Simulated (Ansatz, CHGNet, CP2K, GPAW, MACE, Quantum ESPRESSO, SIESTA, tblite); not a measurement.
# Which run comes nearest? Glassy 77ZrO2-23SiO2 (mol %) (90 atoms)

Density of this cell: 4.60 g/cm³. The cell holds 90 atoms: 23 Zr, 7 Si and 60 O. Its edges and angles: a = 10.551 Å, b = 10.551 Å, c = 10.551 Å, α = 90.0°, β = 90.0°, γ = 90.0°. 90 atoms (23 Zr, 7 Si, 60 O) placed at random at 4.39 g/cm³, melted at 4000 K for 10 ps at fixed volume with the Morse and Coulomb pair potential with partial charges (Pedone, Malavasi, Menziani, Cormack and Segre, J. Phys. Chem. B 110, 11780 (2006)). Quenched from 1800 K to 300 K at 50 K/ps and fixed volume, held 10 ps at zero pressure, then minimised at fixed cell. Then every atom was moved at random, 0.03 Å r.m.s. a Cartesian component.

Geometry: as built.

The reference, a calculation:

| Property | Result |
| --- | --- |
| method | Kohn-Sham DFT, PBE, PAW, plane waves (Ansatz 0.2.0); cutoff 420 eV, Γ point, fermi-dirac smearing of 0.05 eV; PAW set soft_2 |
| r.m.s. force component | 1.312 eV/Å |
| longest force | 7.248 eV/Å |
| pressure | 2.785 GPa |
| gap (highest filled to lowest empty level) | 3.209 eV |
| SCF cycles | 10 |
| time | 24 s on 4 threads of Arm Neoverse V1, shared host |
| CPU time | 89 s |

Q: Estimate the differences from the reference, the CPU time and the memory of each run.
- QE PBE, sssp-1.3.0-efficiency, 60/480 Ry (Quantum ESPRESSO 7.5; 4 MPI ranks)
- CP2K PBE, DZVP-MOLOPT-SR, 600/50 Ry, diagonalisation (CP2K 2026.2; 4 MPI ranks)
- CP2K PBE, SZV-MOLOPT-SR, 600/50 Ry, diagonalisation (CP2K 2026.2; 2 threads)
- GPAW PBE, LCAO dzp, h 0.18 Å, other mixer settings (GPAW 26.7.0; 2 MPI ranks)
- tblite GFN1-xTB (tblite 0.8.0; 1 thread)
- GPAW PBE, LCAO dzp, h 0.28 Å (GPAW 26.7.0; 1 thread)
- GPAW PBE, LCAO szp(dzp), h 0.18 Å (GPAW 26.7.0; 1 thread)
- SIESTA PBE, SZP, shift 0.01 Ry, mesh 500 Ry (SIESTA 5.4.2; 2 MPI ranks)
- MACE MP-0b3 medium potential (MACE MP-0b3 medium; 1 thread)
- SIESTA PBE, DZP, shift 0.01 Ry, mesh 500 Ry (SIESTA 5.4.2; 4 MPI ranks)

Differences are against the plane-wave reference, forces as r.m.s. over components; share is that over the reference's r.m.s. force, slope the least-squares factor from reference forces to these. Total energies of different programs have different zeros and aren't compared.

```
                                                         run  Δ force, r.m.s. (meV/Å)  share (%)  slope  Δ pressure (GPa)  Δ gap (eV)  cores  CPU time  memory (GiB)
                                                   reference                        -          -      -                 -           -      4      89 s           1.6
                    QE PBE, sssp-1.3.0-efficiency, 60/480 Ry                     39.1       2.98  1.018            -0.384     -0.0022      4    17 min           3.9
        CP2K PBE, DZVP-MOLOPT-SR, 600/50 Ry, diagonalisation                     63.0       4.81  0.997            -0.161      -0.100      4    11 min           6.2
CP2K PBE, SZV-MOLOPT-SR, 600/50 Ry, diagonalisation (coarse)                     1094       83.4  1.409              8.95      -0.739      2   4.6 min           3.4
          GPAW PBE, LCAO dzp, h 0.18 Å, other mixer settings                      286       21.8  1.122                 -      -0.166      2    12 min           2.5
                                             tblite GFN1-xTB                      576       43.9  0.794              2.13           -      1     5.5 s          0.12
                       GPAW PBE, LCAO dzp, h 0.28 Å (coarse)                     1863        142  1.090                 -      -0.163      1     3 min          0.81
                  GPAW PBE, LCAO szp(dzp), h 0.18 Å (coarse)                      318       24.3  1.128                 -      -0.379      1   6.1 min           2.1
        SIESTA PBE, SZP, shift 0.01 Ry, mesh 500 Ry (coarse)                      410       31.3  1.214              4.44      -0.404      2   5.1 min           1.9
                                MACE MP-0b3 medium potential                      181       13.8  0.950              2.98           -      1     9.8 s           1.1
                 SIESTA PBE, DZP, shift 0.01 Ry, mesh 500 Ry                      191       14.6  1.074              2.17      -0.254      4   7.1 min           2.6
```

Rows marked coarse were listed beforehand as settings not expected to be converged; some can still land near the reference.

Times of the machine-learned potentials are mostly Python's start and the loading of weights.

CPU time is summed over cores on a shared host, where runs went side by side, so it is rough. Symmetry, cutoffs, thresholds, outputs and thread counts weren't matched or tuned between programs; memory under MPI is the largest rank's times the ranks.

PBE on plane waves or a grid with other potentials, cutoffs or grids, coarse settings apart, differs from the reference by 3.0 % (QE PBE, sssp-1.3.0-efficiency, 60/480 Ry) of the r.m.s. force; this holds the reference's own error, so differences of a few per cent don't tell which side is nearer the exact PBE result (QE's 60 Ry are 816 eV, against the reference's 420 eV). The PBE runs in local orbitals, coarse settings apart, differ by 4.8 % (CP2K PBE, DZVP-MOLOPT-SR, 600/50 Ry, diagonalisation) to 22 % (GPAW PBE, LCAO dzp, h 0.18 Å, other mixer settings); basis, grid and potentials can all enter. Tight binding differs by 44 % (tblite GFN1-xTB); it is another model, with fitted parameters of its own, and the xTB methods hold dispersion. Machine-learned potentials differ by 14 % (MACE MP-0b3 medium potential); they were trained on other programs' data. Periodic xTB results under one method name differ between programs and library versions. Machine-learned potentials mimic data converged in k, so the reference's own k-point error enters their differences. The network of bonds at the start is that of the classical potential that made the cell, and needn't be the one that DFT or experiment would give. The electronic-structure runs sample only Γ, in a cell whose shortest periodic width is 11 Å.

[Logs are printed without paths, hosts, clocks, repeated set-up lines and the standing remarks that a program may print on its own settings, such as how far it seeks lower states.]

[Hosts, paths, dates, database ids (printed as entryN), source tags and the programs' standing remarks are cut or masked in the printed files.]
